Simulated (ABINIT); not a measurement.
# Quasiparticle gap of Ba2CaMoO6 (Fm-3m) in ABINIT

Wanted: ground state, empty states, screening and self-energy for Ba2CaMoO6 (Fm-3m).

Program: ABINIT 10.8.3. Level of theory: LDA and many-body steps on it, plane waves. Results are calculated unless marked as measured.

### Step 1. Starting point

Symmetry: Fm-3m, No. 225, cubic system. Conventional cell: a = 8.380 Å, b = 8.380 Å, c = 8.380 Å, α = 90.00°, β = 90.00°, γ = 90.00°. Nearest to Ba lie 12 O at 2.97 Å. Ca has 6 O at 2.28 Å nearest. Mo has 6 O at 1.91 Å nearest. O has 1 Mo at 1.91 Å and 1 Ca at 2.28 Å and 4 Ba at 2.97 Å nearest. Farther neighbours and most contacts between anions are not listed.

As a file:

```cif
data_structure
_symmetry_space_group_name_H-M 'P 1'
_symmetry_Int_Tables_number 1
_cell_length_a 5.9256
_cell_length_b 5.9256
_cell_length_c 5.9256
_cell_angle_alpha 60.000
_cell_angle_beta 60.000
_cell_angle_gamma 60.000
_cell_volume 147.13
loop_
_atom_site_label
_atom_site_type_symbol
_atom_site_fract_x
_atom_site_fract_y
_atom_site_fract_z
_atom_site_occupancy
Ba1 Ba 0.25000 0.25000 0.25000 1
Ba2 Ba 0.75000 0.75000 0.75000 1
Ca3 Ca 0.00000 0.00000 0.00000 1
Mo4 Mo 0.50000 0.50000 0.50000 1
O5 O 0.72814 0.27186 0.27186 1
O6 O 0.27186 0.72814 0.27186 1
O7 O 0.27186 0.72814 0.72814 1
O8 O 0.72814 0.27186 0.72814 1
O9 O 0.27186 0.27186 0.72814 1
O10 O 0.72814 0.72814 0.27186 1
```

The cell and positions come from the Crystallography Open Database and are kept as given unless a step says otherwise. Spin-orbit coupling is left out unless a step names it.

### Step 2. Ground state

This step: ABINIT 10.8.3; DFT, LDA, plane waves, norm-conserving pseudopotentials.

The ground-state density comes first.

Contents of run.abi:

```
acell 3*1.0 Angstrom
rprim 
  -0.000000000000 4.190056500000 4.190056500000
  4.190056500000 -0.000000000000 4.190056500000
  4.190056500000 4.190056500000 -0.000000000000
ntypat 4
znucl 56 20 42 8
natom 10
typat 1 1 2 3 4 4 4 4 4 4
xred 
  0.250000000000 0.250000000000 0.250000000000
  0.750000000000 0.750000000000 0.750000000000
  0.000000000000 0.000000000000 0.000000000000
  0.500000000000 0.500000000000 0.500000000000
  0.728140000000 0.271860000000 0.271860000000
  0.271860000000 0.728140000000 0.271860000000
  0.271860000000 0.728140000000 0.728140000000
  0.728140000000 0.271860000000 0.728140000000
  0.271860000000 0.271860000000 0.728140000000
  0.728140000000 0.728140000000 0.271860000000
pp_dirpath "pseudos"
pseudos "Ba.upf, Ca.upf, Mo.upf, O.upf"
ecut 36
ngkpt 4 4 4
nshiftk 1
shiftk 0 0 0
kptopt 1
chksymbreak 0
nband 49
occopt 1
tolvrs 1e-10
nstep 60
prtwf 0
optforces 0
optstress 0
indata_prefix "in"
outdata_prefix "out"
tmpdata_prefix "tmp"
```

Started as:

```bash
$ OMP_NUM_THREADS=1 mpirun -n 8 abinit run.abi > log
```

Numbers of over 12 decimals in the logs are rounded to 6 here.

Log:

```text
.Version 10.8.3 of ABINIT. v10.8.2 released Aug 2026.

 Symmetries : space group Fm -3 m (#225); Bravais cF (face-center cubic)
================================================================================
 Values of the parameters that define the memory need of the present run
     intxc =       0    ionmov =       0      iscf =       7    lmnmax =       6
     lnmax =       6     mgfft =      64  mpssoang =       3    mqgrid =    3001
     natom =      10  nloc_mem =       1    nspden =       1   nspinor =       1
    nsppol =       1      nsym =      48    n1xccc =    2501    ntypat =       4
    occopt =       1   xclevel =       1
-    mband =          49        mffmem =           1         mkmem =           1
       mpw =       10284          nfft =      262144          nkpt =           8
================================================================================
  Rough estimation (10% accuracy) of disk space for files :
================================================================================

--------------------------------------------------------------------------------
------------- Echo of variables that govern the present computation ------------
--------------------------------------------------------------------------------
 -outvars: echo values of preprocessed input variables --------
            acell      1.8897261259E+00  1.8897261259E+00  1.8897261259E+00 Bohr

      chksymbreak           0
             ecut      3.60000000E+01 Hartree
-          fftalg         312

              ixc       -1012
              kpt      0.00000000E+00  0.00000000E+00  0.00000000E+00
                       2.50000000E-01  0.00000000E+00  0.00000000E+00
                       5.00000000E-01  0.00000000E+00  0.00000000E+00
                       2.50000000E-01  2.50000000E-01  0.00000000E+00
                       5.00000000E-01  2.50000000E-01  0.00000000E+00
                      -2.50000000E-01  2.50000000E-01  0.00000000E+00
                       5.00000000E-01  5.00000000E-01  0.00000000E+00
                      -2.50000000E-01  5.00000000E-01  2.50000000E-01
         kptrlatt        4    0    0      0    4    0      0    0    4
          kptrlen      4.47913070E+01
P           mkmem           1
            natom          10
            nband          49
            ngfft          64      64      64
             nkpt           8
            nstep          60
             nsym          48
           ntypat           4
              occ      2.000000  2.000000  2.000000  2.000000  2.000000  2.000000
                       2.000000  2.000000  2.000000  2.000000  2.000000  2.000000
                       2.000000  2.000000  2.000000  2.000000  2.000000  2.000000
                       2.000000  2.000000  2.000000  2.000000  2.000000  2.000000
                       2.000000  2.000000  2.000000  2.000000  2.000000  2.000000
                       2.000000  2.000000  2.000000  2.000000  2.000000  2.000000
                       2.000000  2.000000  2.000000  2.000000  0.000000  0.000000
                       0.000000  0.000000  0.000000  0.000000  0.000000  0.000000
                       0.000000
        optforces           0
        optstress           0
            prtwf           0
            rprim     -0.0000000000E+00  4.1900565000E+00  4.1900565000E+00
                       4.1900565000E+00 -0.0000000000E+00  4.1900565000E+00
                       4.1900565000E+00  4.1900565000E+00 -0.0000000000E+00
          spgroup         225

           tolvrs      1.00000000E-10

             xred      2.5000000000E-01  2.5000000000E-01  2.5000000000E-01
                       7.5000000000E-01  7.5000000000E-01  7.5000000000E-01
[...]
znucl       56.00000   20.00000   42.00000    8.00000

================================================================================

 chkinp: Checking input parameters for consistency.

================================================================================
== DATASET  1 ==================================================================
-   mpi_nproc: 8, omp_nthreads: 1 (-1 if OMP is not activated)

--- !DatasetInfo
iteration_state: {dtset: 1, }
dimensions: {natom: 10, nkpt: 8, mband: 49, nsppol: 1, nspinor: 1, nspden: 1, mpw: 10284, }
cutoff_energies: {ecut:  36.0, pawecutdg:  -1.0, }
electrons: {nelect:   8.00000000E+01, charge:   0.00000000E+00, occopt:   1.00000000E+00, tsmear:   1.00000000E-02, }

 Real(R)+Recip(G) space primitive vectors, cartesian coordinates (Bohr,Bohr^-1):
 R(1)=  0.0000000  7.9180592  7.9180592  G(1)= -0.0631468  0.0631468  0.0631468
 R(2)=  7.9180592  0.0000000  7.9180592  G(2)=  0.0631468 -0.0631468  0.0631468
 R(3)=  7.9180592  7.9180592  0.0000000  G(3)=  0.0631468  0.0631468 -0.0631468
 Unit cell volume ucvol=  9.9285593E+02 bohr^3
 Angles (23,13,12)=  6.00000000E+01  6.00000000E+01  6.00000000E+01 degrees

 getcut: wavevector=  0.0000  0.0000  0.0000  ngfft=  64  64  64
         ecut(hartree)=     36.000   => boxcut(ratio)=   2.11607

--- Pseudopotential description ------------------------------------------------
- Ba Generated using ONCVPSP code by D. R. Hamann
- 56.00000  10.00000  180309                  znucl, zion, pspdat
12 -1012 2 -1 1912                            pspcod,pspxc,lmax,lloc,mmax
     nproj     2     2     2
  pspatm : epsatm=   25.95172157
[...]
--- l  ekb(1:nproj) -->
[...]
2   -1.033686
 pspatm: atomic psp has been read  and splines computed

   9.43553668E+03                                ecore*ucvol(ha*bohr**3)
--------------------------------------------------------------------------------

_setup2: Arith. and geom. avg. npw (full set) are   10248.328   10248.310

================================================================================

--- !BeginCycle
iteration_state: {dtset: 1, }
solver: {iscf: 7, nstep: 60, nline: 4, wfoptalg: 0, }
tolerances: {tolvrs: 1.00E-10, }

     iter   Etot(hartree)      deltaE(h)  residm     vres2
 ETOT  1  -263.54781161445    -2.635E+02 1.393E-01 8.150E+03
 ETOT  2  -258.13800597355     5.410E+00 3.375E-02 3.775E+04
 ETOT  3  -264.82925363745    -6.691E+00 3.465E-02 1.348E+03
 ETOT  4  -264.88777643595    -5.852E-02 7.910E-03 6.474E+02
 ETOT  5  -264.97506322809    -8.729E-02 2.072E-03 2.522E+01
 ETOT  6  -264.97830888146    -3.246E-03 1.417E-03 8.804E+00
 ETOT  7  -264.97923987669    -9.310E-04 4.470E-04 2.079E-01
 ETOT  8  -264.97927278908    -3.291E-05 3.717E-04 1.074E-02
 ETOT  9  -264.97927413351    -1.344E-06 1.346E-04 7.883E-05
 ETOT 10  -264.97927414281    -9.298E-09 1.771E-04 1.322E-05
 ETOT 11  -264.97927414396    -1.150E-09 5.195E-05 2.447E-07
 ETOT 12  -264.97927414400    -4.724E-11 1.035E-04 2.507E-09
 ETOT 13  -264.97927414401    -3.865E-12 5.921E-05 1.907E-10
 ETOT 14  -264.97927414404    -3.041E-11 7.622E-05 5.323E-12

 At SCF step   14       vres2   =  5.32E-12 < tolvrs=  1.00E-10 =>converged.

--- !ResultsGS
iteration_state: {dtset: 1, }
comment   : Summary of ground state results
lattice_vectors:
- [ -0.0000000,   7.9180592,   7.9180592, ]
- [  7.9180592,  -0.0000000,   7.9180592, ]
- [  7.9180592,   7.9180592,  -0.0000000, ]
lattice_lengths: [  11.19783,   11.19783,   11.19783, ]
lattice_angles: [ 60.000,  60.000,  60.000, ] # degrees, (23, 13, 12)
lattice_volume:   9.9285593E+02
convergence: {deltae: -3.041E-11, res2:  5.323E-12, residm:  7.622E-05, diffor:  0.000E+00, }
etotal    :  -2.64979274E+02
entropy   :   0.00000000E+00
fermie    :   2.08105578E-01
cartesian_stress_tensor: null
pressure_GPa: null
xred      :
- [  2.5000E-01,   2.5000E-01,   2.5000E-01, Ba]
- [  7.5000E-01,   7.5000E-01,   7.5000E-01, Ba]
- [  0.0000E+00,   0.0000E+00,   0.0000E+00, Ca]
- [  5.0000E-01,   5.0000E-01,   5.0000E-01, Mo]
- [  7.2814E-01,   2.7186E-01,   2.7186E-01,  O]
- [  2.7186E-01,   7.2814E-01,   2.7186E-01,  O]
- [  2.7186E-01,   7.2814E-01,   7.2814E-01,  O]
- [  7.2814E-01,   2.7186E-01,   7.2814E-01,  O]
- [  2.7186E-01,   2.7186E-01,   7.2814E-01,  O]
- [  7.2814E-01,   7.2814E-01,   2.7186E-01,  O]
cartesian_forces: null
force_length_stats: {min: null, max: null, mean: null, }

 Integrated electronic density in atomic spheres:
 ------------------------------------------------
 Atom  Sphere_radius  Integrated_density
[...]
================================================================================

 ----iterations are completed or convergence reached----

 Mean square residual over all n,k,spin=   87.244E-08; max=  76.217E-06
 reduced coordinates (array xred) for   10 atoms
[...]
0.271860000000      0.728140000000      0.271860000000
       0.271860000000      0.728140000000      0.728140000000
       0.728140000000      0.271860000000      0.728140000000
       0.271860000000      0.271860000000      0.728140000000
       0.728140000000      0.728140000000      0.271860000000
 rms dE/dt=  0.0000E+00; max dE/dt=  0.0000E+00; dE/dt below (all hartree)
    1       0.000000000000      0.000000000000      0.000000000000
    2       0.000000000000      0.000000000000      0.000000000000
    3       0.000000000000      0.000000000000      0.000000000000
    4       0.000000000000      0.000000000000      0.000000000000
    5       0.000000000000      0.000000000000      0.000000000000
    6       0.000000000000      0.000000000000      0.000000000000
    7       0.000000000000      0.000000000000      0.000000000000
    8       0.000000000000      0.000000000000      0.000000000000
    9       0.000000000000      0.000000000000      0.000000000000
   10       0.000000000000      0.000000000000      0.000000000000

 cartesian coordinates (angstrom) at end:
[...]
6      4.190056     2.278218     4.190056
    7      6.101895     4.190056     4.190056
    8      4.190056     6.101895     4.190056
    9      4.190056     4.190056     2.278218
   10      4.190056     4.190056     6.101895
 length scales=  1.889726125908  1.889726125908  1.889726125908 bohr
              =  1.000000000000  1.000000000000  1.000000000000 angstroms
 prteigrs : about to open file out_EIG
 Fermi (or HOMO) energy (hartree) =   0.20811   Average Vxc (hartree)=  -0.41461
 Eigenvalues (hartree) for nkpt=   8  k points:
 kpt#   1, nband= 49, wtk=  0.01563, kpt=  0.0000  0.0000  0.0000 (reduced coord)
  -2.04544   -1.13992   -1.09728   -1.09728   -1.09728   -0.72690   -0.72219   -0.46688
  -0.46688   -0.46688   -0.39546   -0.37954   -0.37954   -0.34294   -0.34294   -0.34294
  -0.19566   -0.19566   -0.19566   -0.17714   -0.17714   -0.17714    0.05336    0.05336
   0.07305    0.07956    0.07956    0.07956    0.14115    0.14115    0.14115    0.16865
   0.16865    0.16865    0.19552    0.19552    0.19552    0.20811    0.20811    0.20811
   0.30071    0.30071    0.30071    0.37333    0.37333    0.42031    0.43105    0.43105
   0.43105
 prteigrs : prtvol=0 or 1, do not print more k-points.

--- !EnergyTerms
iteration_state     : {dtset: 1, }
comment             : Components of total free energy in Hartree
kinetic             :  1.14488412271685E+02
hartree             :  6.09443264439132E+01
xc                  : -5.56919113005746E+01
Ewald energy        : -1.93516211223545E+02
psp_core            :  9.50342982832743E+00
local_psp           : -2.03698760950083E+02
non_local_psp       :  2.99144078624021E+00
total_energy        : -2.64979274144037E+02
total_energy_eV     : -7.21045337591307E+03
band_energy         : -2.04339677481467E+01

== END DATASET(S) ==============================================================
================================================================================

 -outvars: echo values of variables after computation  --------
           etotal     -2.6497927414E+02
            nband          49
             nkpt           8
          spgroup         225
 [... the other variables as echoed above ...]

 Calculation completed.
```

Run time: 42 s. Hardware: 8 MPI ranks of Arm Neoverse V1, shared host; peak memory 1 GiB; 5.6 min of CPU time.

Numbers from this step:

```
total energy               : -7210.4534 eV
gap                        : 2.125 eV
k of the valence top       : 0, 0, 0
k of the conduction bottom : 0.5, 0.5, 0
least direct gap           : 2.190 eV
```

The gap is indirect, with the least direct gap 0.06 eV higher.

### Step 3. Empty states on the mesh, 2×2×2 mesh, 239 bands

The sums over transitions need many empty states on a uniform mesh; this step solves for them.

run.abi, as its differences from that of step 2:

```diff
@@ -23,3 +23,3 @@
 ecut 36
-ngkpt 4 4 4
+ngkpt 2 2 2
 nshiftk 1
@@ -28,9 +28,10 @@
 chksymbreak 0
-nband 49
-occopt 1
-tolvrs 1e-10
+iscf -2
+irdden 1
+istwfk *1
+nband 239
+nbdbuf 20
+tolwfr 1e-09
 nstep 60
-prtwf 0
-optforces 0
-optstress 0
+prtvol 0
 indata_prefix "in"
```

Log:

```text
.Version 10.8.3 of ABINIT. v10.8.2 released Aug 2026.

 Symmetries : space group Fm -3 m (#225); Bravais cF (face-center cubic)
[... echo of the input left out ...]
== DATASET  1 ==================================================================
-   mpi_nproc: 8, omp_nthreads: 1 (-1 if OMP is not activated)
-    --> not optimal distribution: autoparal keyword recommended in input file <--

--- !DatasetInfo
iteration_state: {dtset: 1, }
dimensions: {natom: 10, nkpt: 3, mband: 239, nsppol: 1, nspinor: 1, nspden: 1, mpw: 10272, }
cutoff_energies: {ecut:  36.0, pawecutdg:  -1.0, }
electrons: {nelect:   8.00000000E+01, charge:   0.00000000E+00, occopt:   1.00000000E+00, tsmear:   1.00000000E-02, }

 Real(R)+Recip(G) space primitive vectors, cartesian coordinates (Bohr,Bohr^-1):
 R(1)=  0.0000000  7.9180592  7.9180592  G(1)= -0.0631468  0.0631468  0.0631468
 R(2)=  7.9180592  0.0000000  7.9180592  G(2)=  0.0631468 -0.0631468  0.0631468
 R(3)=  7.9180592  7.9180592  0.0000000  G(3)=  0.0631468  0.0631468 -0.0631468
 Unit cell volume ucvol=  9.9285593E+02 bohr^3
 Angles (23,13,12)=  6.00000000E+01  6.00000000E+01  6.00000000E+01 degrees

 getcut: wavevector=  0.0000  0.0000  0.0000  ngfft=  64  64  64
         ecut(hartree)=     36.000   => boxcut(ratio)=   2.11607

--- Pseudopotential description ------------------------------------------------
- Ba Generated using ONCVPSP code by D. R. Hamann
- 56.00000  10.00000  180309                  znucl, zion, pspdat
12 -1012 2 -1 1912                            pspcod,pspxc,lmax,lloc,mmax
     nproj     2     2     2
  pspatm : epsatm=   25.95172157
         --- l  ekb(1:nproj) -->
             0    6.668455    0.685657
             1    5.046948    0.410312
             2    2.551809    0.419281
 pspatm: atomic psp has been read  and splines computed

- Ca Generated using ONCVPSP code by D. R. Hamann
- 20.00000  10.00000  180309                  znucl, zion, pspdat
12 -1012 2 -1 1724                            pspcod,pspxc,lmax,lloc,mmax
     nproj     2     2     2
  pspatm : epsatm=   12.51424511
         --- l  ekb(1:nproj) -->
[...]
pspatm: atomic psp has been read  and splines computed

- Mo Generated using ONCVPSP code by D. R. Hamann
- 42.00000  14.00000  180309                  znucl, zion, pspdat
12 -1012 2 -1 1602                            pspcod,pspxc,lmax,lloc,mmax
     nproj     2     2     2
  pspatm : epsatm=   15.87300509
         --- l  ekb(1:nproj) -->
[...]
pspatm: atomic psp has been read  and splines computed

- O Generated using ONCVPSP code by D. R. Hamann
-  8.00000   6.00000  201201                  znucl, zion, pspdat
12 -1012 2 -1 926                             pspcod,pspxc,lmax,lloc,mmax
     nproj     2     2     1
  pspatm : epsatm=    6.27558587
         --- l  ekb(1:nproj) -->
[...]
2   -1.033686
[...]
-7.2219E-01 -4.6688E-01 -4.6688E-01 -4.6688E-01 -3.9546E-01 -3.7954E-01
 -3.7954E-01 -3.4294E-01 -3.4294E-01 -3.4294E-01 -1.9566E-01 -1.9566E-01
[...]
2.3483E+00  2.3483E+00  2.3513E+00  2.3513E+00  2.3513E+00  2.4228E+00
  2.4772E+00  2.4772E+00  2.4778E+00  2.4938E+00  2.4938E+00  2.4945E+00
  2.5063E+00  2.5069E+00  2.5079E+00  2.5082E+00  2.5171E+00
 prteigrs : prtvol=0 or 1, do not print more k-points.

--- !ResultsGS
iteration_state: {dtset: 1, }
comment   : Summary of ground state results
lattice_vectors:
- [ -0.0000000,   7.9180592,   7.9180592, ]
- [  7.9180592,  -0.0000000,   7.9180592, ]
- [  7.9180592,   7.9180592,  -0.0000000, ]
lattice_lengths: [  11.19783,   11.19783,   11.19783, ]
lattice_angles: [ 60.000,  60.000,  60.000, ] # degrees, (23, 13, 12)
lattice_volume:   9.9285593E+02
convergence: {deltae:  0.000E+00, res2:  0.000E+00, residm:  9.983E-10, diffor:  0.000E+00, }
etotal    :  -2.64979274E+02
entropy   :   0.00000000E+00
fermie    :   2.08105578E-01
cartesian_stress_tensor: null
pressure_GPa: null
xred      :
- [  2.5000E-01,   2.5000E-01,   2.5000E-01, Ba]
- [  7.5000E-01,   7.5000E-01,   7.5000E-01, Ba]
- [  0.0000E+00,   0.0000E+00,   0.0000E+00, Ca]
- [  5.0000E-01,   5.0000E-01,   5.0000E-01, Mo]
- [  7.2814E-01,   2.7186E-01,   2.7186E-01,  O]
- [  2.7186E-01,   7.2814E-01,   2.7186E-01,  O]
- [  2.7186E-01,   7.2814E-01,   7.2814E-01,  O]
- [  7.2814E-01,   2.7186E-01,   7.2814E-01,  O]
- [  2.7186E-01,   2.7186E-01,   7.2814E-01,  O]
- [  7.2814E-01,   7.2814E-01,   2.7186E-01,  O]
cartesian_forces: null
force_length_stats: {min: null, max: null, mean: null, }

 Integrated electronic density in atomic spheres:
 ------------------------------------------------
 Atom  Sphere_radius  Integrated_density
[...]
================================================================================

 ----iterations are completed or convergence reached----

 Mean square residual over all n,k,spin=   42.036E-11; max=  99.829E-11
 reduced coordinates (array xred) for   10 atoms
[...]
0.271860000000      0.271860000000      0.728140000000
       0.728140000000      0.728140000000      0.271860000000

 cartesian coordinates (angstrom) at end:
    1      2.095028     2.095028     2.095028
    2      6.285085     6.285085     6.285085
    3      0.000000     0.000000     0.000000
[...]
9      4.190056     4.190056     2.278218
   10      4.190056     4.190056     6.101895
 length scales=  1.889726125908  1.889726125908  1.889726125908 bohr
              =  1.000000000000  1.000000000000  1.000000000000 angstroms
 prteigrs : about to open file out_EIG
 Eigenvalues (hartree) for nkpt=   3  k points:
 kpt#   1, nband=239, wtk=  0.12500, kpt=  0.0000  0.0000  0.0000 (reduced coord)
[...]
2.31166    2.31183    2.33424    2.33424    2.33424    2.34832    2.34832    2.34832
   2.35134    2.35134    2.35134    2.42285    2.47716    2.47717    2.47776    2.49378
   2.49379    2.49452    2.50627    2.50695    2.50792    2.50818    2.51715
 prteigrs : prtvol=0 or 1, do not print more k-points.

== END DATASET(S) ==============================================================
================================================================================

 -outvars: echo values of variables after computation  --------
            nband         239
             nkpt           3
          spgroup         225
 [... the other variables as echoed above ...]

 Calculation completed.
```

Run time: 2.3 min. Hardware: 8 MPI ranks; peak memory 0.78 GiB.

This step gave:

| Item | Value |
| --- | --- |
| gap | 2.125 eV |
| k of the valence top | 0, 0, 0 |
| k of the conduction bottom | 0.5, 0.5, 0 |
| least direct gap | 2.190 eV |
| k points computed | 3 |
| lowest point of the top converged band, above the valence top | 56.5736 eV |

On this mesh the gap is 2.125 eV.

[end of part 1 of 2]

[Paths, hosts, dates, memory and timing lines, banners, echoed tables and standing remarks are left out of the program output.]

[Logs are printed without paths, hosts, clocks, repeated set-up lines and the standing remarks that a program may print on its own settings, such as how far it seeks lower states.]

[Runs of the session that timed out or met a known fault of the program may be left out.]

[Hosts, paths, dates, database ids (printed as entryN), source tags and the programs' standing remarks are cut or masked in the printed files.]

[G0W0 gaps are taken among the corrected bands and points alone; a level outside them can change the order at an edge.]

[Where Ansatz stands beside ABINIT at settings called matched, ABINIT's density can come from a denser mesh and the files from another edition; pairs whose starting gaps differed by over 0.03 eV were left out, so agreement reads better than it is.]
